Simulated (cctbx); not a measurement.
**TiCO3: precision against data quality**

Space group R-3c (no. 167), a = 4.6940 Å, b = 4.6940 Å, c = 14.3880 Å, α = 90.00°, β = 90.00°, γ = 120.00°.

```
atom  mult.    x       y    z  Ueq (Å²)
 Ti1      6  2/3     1/3  1/3    0.0137
  O1     18    0  0.2903  1/4    0.0153
  C1      6    0       0  1/4    0.0137
```

The model is made up (kin elements in a known structure type, no relaxation), so it says nothing on whether the phase exists.

Five simulated data sets (cctbx; Ag Kα, λ = 0.56087 Å; 4 % proportional error) differ in resolution or exposure (noise floor 2 counts in the first three, 8 in the last two). Each is refined with the right model, isotropic at 1.1 Å and anisotropic otherwise. How do the figures of merit and the uncertainties move?

```csv
d min (Å),top counts,"⟨I/σ⟩ (unmerged, absences included)",unique,param. (scale apart),Rint,R1,GooF,largest s.u. xyz (fractional),s.u. U of C1 (Å²),largest error (Å)
1.1,40000,5.8,27,4,0.028,0.0145,2.69,0.00044,0.0027,0.0004
0.84,40000,5.5,57,9,0.028,0.0050,0.70,0.00007,0.0004,0.0006
0.6,40000,4.7,151,9,0.034,0.0080,0.99,0.00007,0.0002,0.0002
0.75,300,0.7,79,9,0.231,0.0392,0.88,0.00121,0.0033,0.0046
0.75,3000,2.5,79,9,0.055,0.0136,0.88,0.00028,0.0008,0.0004
```

GooF reaches 2.69 where the model lacks something that the data hold (anisotropy at the isotropic level, for one). The s.u. of U for C1 goes 0.0027, 0.0004, 0.0002 Å² with resolution and 0.0033, 0.0008 Å² with exposure.

The 1.1 Å row also differs in its displacement model, so it isn't a clean test of resolution.

Hardware for the 0.6 Å refinement: 0.6 s on 1 thread of Arm Neoverse N1, on a shared host, peak memory 0.09 GiB.

[Logs are printed without paths, hosts, clocks, repeated set-up lines and the standing remarks that a program may print on its own settings, such as how far it seeks lower states.]
